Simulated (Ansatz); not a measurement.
# Na3PaF8 (I4/mmm): Hubbard U and Hund's J by constrained RPA, part 2 of 2

How strongly is the local Coulomb interaction screened in Na3PaF8 (I4/mmm)?

Ansatz 0.2.0; non-magnetic LDA, then constrained RPA, plane waves, PAW.

So far. Step 2 (LDA bands and orbital weights): The gap is indirect, with the least direct gap 0.001 eV higher.

**3. Constrained RPA: Pa f, bands c1 to c7, 4×4×4 mesh, medium accuracy**

Constrained RPA screens the interaction with every transition except those inside the target bands, which a later many-body model would treat itself.

This step: constrained RPA on LDA, plane waves, PAW.

The input, input.yaml:

```yaml
crystal:
  lattice:
    - [5.485, -2.7465, 2.7465]
    - [5.485, 2.7465, -2.7465]
    - [-5.485, 2.7465, 2.7465]
  atoms:
    - { symbol: Na, position: [0.75, 0.25, 0.5] }
    - { symbol: Na, position: [0.25, 0.75, 0.5] }
    - { symbol: Na, position: [0.5, 0.5, 0.0] }
    - { symbol: Pa, position: [0.0, 0.0, 0.0] }
    - { symbol: F, position: [0.3489, 0.3489, 0.4726] }
    - { symbol: F, position: [0.3489, 0.8763, 0.0] }
    - { symbol: F, position: [0.8763, 0.8763, 0.5274] }
    - { symbol: F, position: [0.8763, 0.3489, 0.0] }
    - { symbol: F, position: [0.6511, 0.1237, 0.0] }
    - { symbol: F, position: [0.6511, 0.6511, 0.5274] }
    - { symbol: F, position: [0.1237, 0.6511, 0.0] }
    - { symbol: F, position: [0.1237, 0.1237, 0.4726] }
kpoints:
  mp_grid: { grid: [8, 8, 8] }
hamiltonian:
  xc: lda
scf:
  occupations: { method: gaussian, width: 0.08 }
  n_extra_bands: 21
  max_iter: 150
  lower_state_search: "off"
output:
  crpa:
    kmesh: [4, 4, 4]
    target_bands: [c1, c7]
    projections: [{ species: Pa, l: f, shell: 5 }]
  local_orbitals:
    kmesh: [8, 8, 8]
    orbitals: [{ species: Pa, l: f, shell: 5 }]
    window: { bands: [c1, c7] }
    seedname: lo
```

Run with:

```console
ansatz run input.yaml --threads 8 --pin off --max-ram 18432MiB --backend cpu --events-out ev --progress --plain --runs-dir out
```

Numbers of over 12 decimals in the logs are rounded to 6 here.

Output:

```text
[...]
Crystal: 12 atoms, lattice volume = 165.499 Å³
Basis set: ecut = 420 eV, 3243 PW (Γ)
Bands: 69, of which v1, the nominal top of the filled ones, is band 48 counted from 1 (47 counted from 0)
Symmetry: 16 space group operations
[...]
k-points: 59 of 512
[...]
SCF iter   1: F=—  HF=-24046.671143 eV  |F-HF|=—  |Δ(HF+E_count)|=         —  Δρ=2.07e-2  dr2=5.53e-1  ethr=1.77e-3  ⟨swp⟩=5.8  Hψ=16792  notcnv=0  defer=174
[...]
SCF iter   8: F=-24046.534739 eV  HF=-24046.534739 eV  |F-HF|=2.05e-8  |Δ(HF+E_count)|=   1.35e-7  Δρ=4.52e-6  dr2=6.05e-8  ethr=1.04e-10  ⟨swp⟩=6.8  Hψ=16543  notcnv=0
SCF 1 converged in 8 iterations: F = -24046.534739 eV  dr2 = 6.05e-8
[...]
NSCF: frozen V_eff on 63 k-points
[...]
cRPA screening: q 1/64
cRPA screening: q 2/64
cRPA screening: q 6/64 (q-point 3)
cRPA screening: q 8/64 (q-point 5)
cRPA screening: q 16/64 (q-point 6)
cRPA screening: q 32/64 (q-point 9)
cRPA screening: q 36/64 (q-point 10)
cRPA screening: q 44/64 (q-point 22)
cRPA screening: q 46/64 (q-point 24)
cRPA screening: q 48/64 (q-point 27)
cRPA screening: q 56/64 (q-point 30)
cRPA screening: q 60/64 (q-point 31)
cRPA screening: q 64/64 (q-point 43)
SCF converged after 8 iterations
Free energy (F): -24046.534739 eV
[...]
Internal energy: -24046.534739 eV  (E = F + TS)
E sigma→0 (E₀):  -24046.534739 eV
Fermi energy:    3.947483 eV
[...]
--- Band table (eV; the first three rows and the last of 59) ---
  k-point 0: bands = [... 44 lower, 1.4112, 1.5774, 1.7331, 1.8034, 6.0961, 6.1435, 6.1435, 6.3059, ... 17 higher]
  k-point 1: bands = [... 44 lower, 1.4088, 1.5214, 1.6646, 1.7727, 6.1098, 6.1377, 6.1483, 6.3173, ... 17 higher]
  k-point 2: bands = [... 44 lower, 1.3840, 1.4091, 1.4803, 1.6927, 6.1322, 6.1438, 6.1593, 6.3246, ... 17 higher]
  k-point 58: bands = [... 44 lower, 1.5297, 1.5742, 1.5742, 1.7832, 6.1221, 6.1252, 6.1252, 6.2961, ... 17 higher]
--- cRPA (band scheme, projected local orbitals): target bands 49..55 (1-based), 7 Wannier function(s), 4×4×4 mesh, 110 bands' worth read of 115 solved, ecut_chi 136.0 eV, v(q+G=0) probe_charge, pair densities all_electron ---
  χ-basis size per q: N_G = 587..631
  window electrons = 0.0000, filled by tetrahedron_uncorrected; constrained ε̄⁻¹(q = 0, 0) head = 0.452949; min gauge Gram eig = 0.8034
  Kanamori averages over each shell's own Wannier functions (sites counted from 0, functions from 1):
    Site 3, 5F, 7 of 7 f orbitals (Wannier functions 1, 2, 3, 4, 5, 6, 7; wannier90's mr 1, 2, 3, 4, 5, 6, 7):
      screened: U = 5.9949 eV, U' = 5.2626 eV, J = 0.3493 eV
      screened f-shell averages: U_bar = F0 = 5.3672 eV, J_bar = 0.4539 eV
      screened, to within: U = 1.4e-2 eV, U' = 1.4e-2 eV, J = 5.5e-4 eV
      screened f-shell averages, to within: U_bar = 1.3e-2 eV, J_bar = 7.1e-4 eV
      bare: V = 16.8843 eV, V' = 15.8540 eV, J = 0.4887 eV
      bare f-shell averages: V_bar = F0 = 16.0012 eV, J_bar = 0.6359 eV
  Hermiticity witness max|P − P†| over intra, direct and exchange elements: 2.13e-14 eV (screened), 7.11e-15 eV (bare)
  Reality witness max|Im| over intra, direct and exchange elements: 1.33e-18 eV (screened), 2.59e-18 eV (bare)
```

The job ended after 14 min (8 threads of Arm Neoverse V2, shared host; peak memory 2 GiB; 1.8 h of CPU time).

Numbers from this step:

- U: 5.995 eV
- U prime (inter-orbital): 5.263 eV
- J: 0.3493 eV
- bare V: 16.88 eV
- bare J: 0.4887 eV
- stated bound on U: 0.01372 eV
- U over bare V: 0.3551
- electrons in the window: 0
- head of the constrained inverse dielectric matrix: 0.4529
- least eigenvalue of the projection's overlap: 0.8034
- target functions: 7
- bands in the sums: 110
- r.m.s. miss of the model bands: 1.38e-5 eV
- width of the target bands: 1.362 eV
- weight of the projected orbitals in the window: 0.8856

On the Pa f shell, screening brings the on-site interaction from 16.9 eV down to U = 5.99 eV.

Kanamori averages over each shell's functions. Crpa shells, by row:

| site | element | shell | orbitals | U (eV) | U' (eV) | J (eV) | bare V (eV) | bare V' (eV) | bare J (eV) | bound on U (eV) |
| --- | --- | --- | --- | --- | --- | --- | --- | --- | --- | --- |
| 4 | Pa | 5F | 7 | 5.995 | 5.263 | 0.3493 | 16.88 | 15.85 | 0.4887 | 0.01372 |

Density-density elements U_iijj, eV. U matrix, by row:

| orbital | Pa4 fz3 | Pa4 fxz2 | Pa4 fyz2 | Pa4 fz(x2-y2) | Pa4 fxyz | Pa4 fx(x2-3y2) | Pa4 fy(3x2-y2) |
| --- | --- | --- | --- | --- | --- | --- | --- |
| Pa4 fz3 | 5.79 | 5.437 | 5.434 | 5.316 | 5.223 | 5.028 | 5.045 |
| Pa4 fxz2 | 5.437 | 6.14 | 5.303 | 5.377 | 5.285 | 5.023 | 5.09 |
| Pa4 fyz2 | 5.434 | 5.303 | 6.14 | 5.384 | 5.286 | 5.077 | 5.043 |
| Pa4 fz(x2-y2) | 5.316 | 5.377 | 5.384 | 5.944 | 5.333 | 5.304 | 5.325 |
| Pa4 fxyz | 5.223 | 5.285 | 5.286 | 5.333 | 5.72 | 5.255 | 5.27 |
| Pa4 fx(x2-3y2) | 5.028 | 5.023 | 5.077 | 5.304 | 5.255 | 6.092 | 5.676 |
| Pa4 fy(3x2-y2) | 5.045 | 5.09 | 5.043 | 5.325 | 5.27 | 5.676 | 6.14 |

Exchange elements U_ijji, eV. J matrix, by row:

| orbital | Pa4 fz3 | Pa4 fxz2 | Pa4 fyz2 | Pa4 fz(x2-y2) | Pa4 fxyz | Pa4 fx(x2-3y2) | Pa4 fy(3x2-y2) |
| --- | --- | --- | --- | --- | --- | --- | --- |
| Pa4 fz3 | - | 0.228 | 0.228 | 0.565 | 0.534 | 0.292 | 0.294 |
| Pa4 fxz2 | 0.228 | - | 0.429 | 0.368 | 0.353 | 0.289 | 0.315 |
| Pa4 fyz2 | 0.228 | 0.429 | - | 0.379 | 0.354 | 0.314 | 0.291 |
| Pa4 fz(x2-y2) | 0.565 | 0.368 | 0.379 | - | 0.243 | 0.391 | 0.397 |
| Pa4 fxyz | 0.534 | 0.353 | 0.354 | 0.243 | - | 0.426 | 0.424 |
| Pa4 fx(x2-3y2) | 0.292 | 0.289 | 0.314 | 0.391 | 0.426 | - | 0.221 |
| Pa4 fy(3x2-y2) | 0.294 | 0.315 | 0.291 | 0.397 | 0.424 | 0.221 | - |

Projected local orbitals of the target window. Electronic bands along the path, in eV, zero at the Fermi level; # counts the bands kept:

| point | #1 | #2 | #3 | #4 |
| --- | --- | --- | --- | --- |
| Γ | 2.15 | 2.20 | 2.20 | 2.36 |
| halfway | 2.18 | 2.20 | 2.21 | 2.38 |
| X | 2.19 | 2.23 | 2.25 | 2.35 |
| halfway | 2.20 | 2.22 | 2.25 | 2.35 |
| P | 2.21 | 2.21 | 2.25 | 2.36 |
| halfway | 2.18 | 2.22 | 2.22 | 2.35 |
| N | 2.15 | 2.20 | 2.23 | 2.33 |
| halfway | 2.17 | 2.18 | 2.21 | 2.37 |
| Γ | 2.15 | 2.20 | 2.20 | 2.36 |
| halfway | 2.16 | 2.19 | 2.19 | 2.35 |
| M | 2.17 | 2.18 | 2.18 | 2.35 |
| halfway | 2.17 | 2.18 | 2.19 | 2.37 |
| S | 2.15 | 2.20 | 2.22 | 2.34 |
| jump to S0 | 2.15 | 2.20 | 2.22 | 2.34 |
| halfway | 2.17 | 2.18 | 2.22 | 2.36 |
| Γ | 2.15 | 2.20 | 2.20 | 2.36 |
| jump to X | 2.19 | 2.23 | 2.25 | 2.35 |
| halfway | 2.19 | 2.22 | 2.24 | 2.35 |
| R | 2.19 | 2.21 | 2.24 | 2.36 |
| jump to G | 2.19 | 2.21 | 2.24 | 2.36 |
| halfway | 2.18 | 2.18 | 2.20 | 2.38 |
| M | 2.17 | 2.18 | 2.18 | 2.35 |

The same for Kohn-Sham, solved directly:

| point | #1 | #2 | #3 | #4 |
| --- | --- | --- | --- | --- |
| Γ | 2.15 | 2.20 | 2.20 | 2.36 |
| X | 2.19 | 2.23 | 2.25 | 2.35 |
| P | 2.21 | 2.21 | 2.25 | 2.36 |
| N | 2.15 | 2.20 | 2.23 | 2.33 |
| Γ | 2.15 | 2.20 | 2.20 | 2.36 |
| M | 2.17 | 2.18 | 2.18 | 2.35 |
| S | 2.15 | 2.20 | 2.22 | 2.34 |
| S0 | 2.15 | 2.20 | 2.22 | 2.34 |
| Γ | 2.15 | 2.20 | 2.20 | 2.36 |
| X | 2.19 | 2.23 | 2.25 | 2.35 |
| R | 2.19 | 2.21 | 2.24 | 2.36 |
| G | 2.19 | 2.21 | 2.24 | 2.36 |
| M | 2.17 | 2.18 | 2.18 | 2.35 |

The first set of electronic bands as a text plot (rows in eV, shown from 2.1 to 3.3 only; labels by their first letter):

```
    3.2 |            *
    3.2 |
    3.2 |
    3.1 |
    3.1 |
    3.0 |
    3.0 |
    2.9 |
    2.9 |
    2.8 |
    2.8 |
    2.7 |
    2.7 |
    2.6 |
    2.6 |
    2.5 |
    2.5 |
    2.5 |***              ******************************       **
    2.4 |  ***********************          **********  *******
    2.4 |*** **************  *******************  ********** ****
    2.3 |                  **                   **
    2.3 |        ******                                 *
    2.2 |****************************        *****************
    2.2 |***********    *****************************************
         Γ        X  P      N      Γ      M   S|S     Γ|R|G     M
```

Onsite levels, by row:

| orbital | level less Fermi level (eV) |
| --- | --- |
| Pa4 fz3 | 2.381 |
| Pa4 fxz2 | 2.275 |
| Pa4 fyz2 | 2.322 |
| Pa4 fz(x2-y2) | 2.208 |
| Pa4 fxyz | 3.399 |
| Pa4 fx(x2-3y2) | 2.322 |
| Pa4 fy(3x2-y2) | 2.267 |

Largest distinct elements between sites. Hoppings, by row:

| from | to | cell | distance (Å) | t (eV) |
| --- | --- | --- | --- | --- |
| Pa4 fxyz | Pa4 fxyz | -1 0 -1 | 5.493 | 0.0279 |
| Pa4 fz3 | Pa4 fz3 | -1 0 -1 | 5.493 | 0.0255 |
| Pa4 fy(3x2-y2) | Pa4 fy(3x2-y2) | 0 -1 -1 | 5.493 | 0.0167 |
| Pa4 fxz2 | Pa4 fxz2 | 0 -1 -1 | 5.493 | -0.0165 |
| Pa4 fyz2 | Pa4 fyz2 | 0 1 1 | 5.493 | 0.0145 |
| Pa4 fz(x2-y2) | Pa4 fz(x2-y2) | 0 -1 -1 | 5.493 | -0.01 |
| Pa4 fz3 | Pa4 fz3 | 0 -1 -1 | 5.493 | -0.008 |
| Pa4 fz(x2-y2) | Pa4 fz(x2-y2) | 1 0 1 | 5.493 | 0.0056 |
| Pa4 fz3 | Pa4 fz(x2-y2) | 0 -1 -1 | 5.493 | 0.0049 |
| Pa4 fyz2 | Pa4 fyz2 | -1 0 -1 | 5.493 | -0.0045 |
| Pa4 fxyz | Pa4 fxyz | -1 -1 -2 | 7.768 | -0.0044 |
| Pa4 fyz2 | Pa4 fz(x2-y2) | 0 1 0 | 6.721 | 0.0037 |

**4. Summary of results**

| Item | Value |
| --- | --- |
| Pa f | U 5.99 eV, U′ 5.26 eV, J 0.35 eV, bare V 16.9 eV |
| method | constrained RPA on non-magnetic LDA, 4×4×4 mesh, static; search for lower states off |

**Reading.** For Pa f, screening cuts the on-site interaction from 16.88 eV to 5.99 eV (36 %), while J goes only from 0.49 eV to 0.35 eV: the monopole is screened far more than the multipoles. U − 2J differs from U′ by +0.03 eV, so the Kanamori relation holds well. U is 4.4 times the width of the target bands. The window Pa f is empty, so it holds no transition to leave out and its U is the fully screened RPA value. The parent state is non-magnetic and the interaction static (zero frequency); U depends on the window and the orbitals, so it belongs to this model alone. Spin-orbit coupling, which is strong for atoms this heavy, is left out.

[Paths, hosts, dates, memory and timing lines, banners, echoed tables and standing remarks are left out of the program output.]

[Logs are printed without paths, hosts, clocks, repeated set-up lines and the standing remarks that a program may print on its own settings, such as how far it seeks lower states.]

[Runs of the session that timed out or met a known fault of the program may be left out.]

[Hosts, paths, dates, database ids (printed as entryN), source tags and the programs' standing remarks are cut or masked in the printed files.]
